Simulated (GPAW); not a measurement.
# A GW chain in GPAW: WS2 (Tungstenite), part 2 of 2

How does a plane-wave GW calculation on WS2 (Tungstenite) run from the first input to the gap?

GPAW 26.7.0; LDA and many-body steps on it, plane waves. Known limits of the many-body steps: not at the basis limit; no spin-orbit coupling; coarse k mesh.

So far. Step 3 (Bands along the symmetry lines): The gap is 0.969 eV, −0.099 eV from the run before at this level. Step 4 (Empty states on the mesh, 6×6×2 mesh, 258 bands): On this mesh the gap is 0.969 eV.

The database entry behind the starting cell differs from later determinations by our own check (an axis about 1.4 % long against later determinations), so it need not match the best structure at ambient conditions.

### 5. Screening and self-energy, 6×6×2 mesh, 248 bands, screening to 100 eV

Now the one-shot GW correction: screening in the RPA, then the self-energy of the levels asked for.

This step: G0W0 on LDA, plane waves, PAW.

The input, run.py:

```python
import json
import numpy as np
from gpaw.mpi import world
from gpaw.response.g0w0 import G0W0

gw = G0W0('full.gpw',
    filename='gw',
    kpts=[0, 4, 8],
    bands=(24, 28),
    ecut=100,
    nbands=248,
    integrate_gamma='WS',
    ppa=True)
gw.calculate()
res = {mode: {k: v for k, v in r.items() if k != 'sigma_eskwn'}
       for mode, r in gw.all_results.items()}

if world.rank == 0:
    with open('result.json', 'w') as f:
        json.dump(res, f, default=lambda x: x.tolist())
```

Command:

```bash
> mpirun -n 4 gpaw python run.py
```

Numbers of over 12 decimals in the logs are rounded to 6 here.

What it wrote:

```text
Using integrator: PointIntegrator
FrequencyGridDescriptor(from 0.000+0.000j to 0.000+27.211j eV, 2 points)
Nonperiodic BCs:  [False False False]
Using integrator: PointIntegrator
FrequencyGridDescriptor(from 0.000+0.000j to 0.000+27.211j eV, 2 points)
Nonperiodic BCs:  [False False False]
  ___  _ _ _
 |   || | | |
 | | || | | |
 |__ ||_____|
 |___|

BZ k-points: Symmetries present (total): 12

  [... matrices ...]
72 k-points: 6 x 6 x 2 Monkhorst-Pack grid + [1/12,1/12,1/4]
14 k-points in the irreducible part of the Brillouin zone
       k-points in crystal coordinates                weights
   0:     0.00000000    0.00000000    0.00000000          1/72
   1:     0.00000000    0.00000000    0.50000000          1/72
   2:     0.16666667    0.00000000    0.00000000          6/72
   3:     0.16666667    0.00000000    0.50000000          6/72
   4:     0.33333333   -0.16666667    0.00000000          6/72
   5:     0.33333333   -0.16666667    0.50000000          6/72
   6:     0.33333333    0.00000000    0.00000000          6/72
   7:     0.33333333    0.00000000    0.50000000          6/72
   8:     0.33333333    0.33333333    0.00000000          2/72
   9:     0.33333333    0.33333333    0.50000000          2/72
          ...
  13:     0.50000000    0.50000000    0.50000000          3/72

Distributing spins, k-points and bands (1 x 3 x 4) over 4 processes
Number of blocks: 1

Quasi particle states:
k-points (IBZ indices): [0, 4, 8]
Band range: (24, 28)
  [... matrices ...]
Computational parameters:
Plane wave cut-off: 100 eV
Number of bands: 248
Coulomb cutoff: None
Broadening: 0.1 eV

fxc modes: GW
Kernel: RPA
Using Godby-Needs plasmon-pole approximation:
  Fitting energy: i*E0, E0 = 1.000 Hartree
Summing all q:

Calculating screened Coulomb potential
No Coulomb truncation
FrequencyGridDescriptor(from 0.000+0.000j to 0.000+27.211j eV, 2 points)
Removing empty qpoint cache files...

Calculating chi0 body with:
    Ground state adapter containing:
    Number of spins: 1
    Number of kpoints: 72
    Number of irreducible kpoints: 14
    Number of completely occupied states: 26
    Number of partially occupied states: 26
    Occupied states memory: 6.3984375 M / cpu

    Linear response parametrization:
    q_c: [1.3877787807814457e-17, 1.3877787807814457e-17, 0.0]
    Number of frequency points: 2
    Planewave cutoff: 100.0
    Number of bands: 248
    Number of planewaves: 267
    Broadening (eta): 1e-06
    comm.size: 4
    kncomm.size: 4
    blockcomm.size: 1

    Memory estimate of potentially large arrays:
        chi0_wGG: 2.175568 M / cpu
Integrating chi0 body.

Symmetries of q_c:
    Direct symmetries (Uq -> q): 12
    Indirect symmetries (TUq -> q): 0
In total 12 allowed symmetries.

  [... matrices ...]
14 groups of equivalent kpoints. 80.555556% reduction.

Integral kind: response function
Integrating chi0 head and wings.

Symmetries of q_c:
    Direct symmetries (Uq -> q): 12
    Indirect symmetries (TUq -> q): 0
In total 12 allowed symmetries.

  [... matrices ...]
14 groups of equivalent kpoints. 80.555556% reduction.

Integral kind: response function wings

Calculating chi0 body with:
    Ground state adapter containing:
    Number of spins: 1
    Number of kpoints: 72
    Number of irreducible kpoints: 14
    Number of completely occupied states: 26
    Number of partially occupied states: 26
[... the further q-points ...]

Results:
f:      Occupation numbers
eps:     KS-eigenvalues [eV]
vxc:     KS vxc [eV]
exx:     Exact exchange [eV]
sigma:   Self-energies [eV]
dsigma:  Self-energy derivatives
Z:       Renormalization factors
qp:      QP-energies [eV]

k-point 0 (0): (0.000, 0.000, 0.000)                GW
band       f     eps     vxc     exx   sigma  dsigma       Z      qp
                                                                   GW
  24   1.000   7.030 -17.252 -18.118   1.098  -0.264   0.791   7.214
  25   1.000   8.176 -19.092 -19.393   0.668  -0.267   0.789   8.466
  26   0.000  10.400 -18.631 -13.755  -3.782  -0.265   0.791  11.265
  27   0.000  10.400 -18.631 -13.755  -3.782  -0.265   0.791  11.265

k-point 1 (4): (0.333, -0.167, 0.000)                GW
band       f     eps     vxc     exx   sigma  dsigma       Z      qp
                                                                   GW
  24   1.000   6.635 -18.293 -19.460   1.429  -0.272   0.786   6.841
  25   1.000   6.668 -18.381 -19.501   1.408  -0.272   0.786   6.895
  26   0.000   9.145 -17.164 -12.911  -3.357  -0.254   0.797   9.859
  27   0.000   9.929 -18.986 -14.210  -3.690  -0.266   0.790  10.787

k-point 2 (8): (0.333, 0.333, 0.000)                GW
band       f     eps     vxc     exx   sigma  dsigma       Z      qp
                                                                   GW
  24   1.000   7.407 -18.252 -18.626   0.729  -0.263   0.791   7.688
  25   1.000   7.584 -18.806 -19.083   0.679  -0.265   0.791   7.901
  26   0.000   9.302 -20.191 -15.763  -3.255  -0.262   0.793  10.231
  27   0.000   9.302 -20.191 -15.763  -3.255  -0.262   0.793  10.231
```

Wall time 4.5 min (4 MPI ranks of Arm Neoverse V2, shared host); peak memory 1.8 GiB.

Numbers from this step:

```
G0W0 gap on the points computed              : 1.393 eV
least direct G0W0 gap on the computed points : 2.330 eV
Z at the valence top                         : 0.7890
Z at the conduction bottom                   : 0.7974
starting gap on the mesh                     : 0.9686 eV
k of the valence top                         : 0, 0, 0
k of the conduction bottom                   : 0.3333, -0.1667, 0
```

The gap on the mesh goes from 0.97 eV to 1.39 eV, a correction of +0.42 eV. The start differs from the 1.07 eV found before because the two sample other k points.

Limits: finite bands, cutoff and mesh; no spin-orbit coupling; coarse k mesh. v1 is the top filled band, c1 the lowest empty one. The levels before and after the correction (eV, zero at the valence-band top of each column):

```tsv
	conduction bottom	valence top
Kohn-Sham	0.97	0.00
G0W0	1.39	0.00
```

```tsv
	level	energy (eV)
Kohn-Sham	Γ v2	-1.146
Kohn-Sham	Γ v1	0.000
Kohn-Sham	Γ c1-c2	2.224
Kohn-Sham	(0.333 -0.167 0) v2	-1.541
Kohn-Sham	(0.333 -0.167 0) v1	-1.508
Kohn-Sham	(0.333 -0.167 0) c1	0.969
Kohn-Sham	(0.333 -0.167 0) c2	1.753
G0W0	Γ v2	-1.252
G0W0	Γ v1	0.000
G0W0	Γ c1-c2	2.799
G0W0	(0.333 -0.167 0) v2	-1.624
G0W0	(0.333 -0.167 0) v1	-1.571
G0W0	(0.333 -0.167 0) c1	1.393
G0W0	(0.333 -0.167 0) c2	2.321
```

### 6. Where the time went

Times are wall times on 4 MPI ranks of Arm Neoverse V2, shared host, good to a factor of about two.

```tsv
step	time	share	memory (GiB)
ground state	11 s	3 %	0.75
bands along the symmetry lines	25 s	7 %	0.9
empty states on the mesh	53 s	15 %	2.5
screening and self-energy	4.5 min	75 %	1.8
```

### 7. Outcome

```json
{
  "LDA gap": "0.97 eV, indirect",
  "G0W0 gap on the mesh": "1.39 eV",
  "GW settings": "6×6×2 mesh, 248 bands, screening to 100 eV, Godby-Needs plasmon pole",
  "known limits": "not at the basis limit; no spin-orbit coupling; coarse k mesh"
}
```

**Reading.** G0W0 moves the gap on the mesh from 0.97 eV to 1.39 eV (+0.42 eV), with Z of 0.79 and 0.80 at the edges. Only 3 of the mesh's irreducible points were corrected, so a valley elsewhere could overtake. The dearest step here is «screening and self-energy». Bands and cutoff are finite, so the gap is not at the basis limit. The miss can reach some tenths of an eV and take either sign; the mesh is an error of its own. These stock PAW sets were not made for GW; the filled d or f shell of W lies in the frozen core, which bears on start and correction. In the G0W0 run levels were corrected at 3 k points alone, so a gap called «on the mesh» is the least over those, and an edge elsewhere would be missed. The 6×6×2 mesh is coarse for this cell, which bears on the long-range parts of exchange and screening. The many-body steps are scalar-relativistic: spin-orbit coupling is not in them.

[Paths, hosts, dates, memory and timing lines, banners, echoed tables and standing remarks are left out of the program output.]

[Logs are printed without paths, hosts, clocks, repeated set-up lines and the standing remarks that a program may print on its own settings, such as how far it seeks lower states.]

[Runs of the session that timed out or met a known fault of the program may be left out.]

[Hosts, paths, dates, database ids (printed as entryN), source tags and the programs' standing remarks are cut or masked in the printed files.]
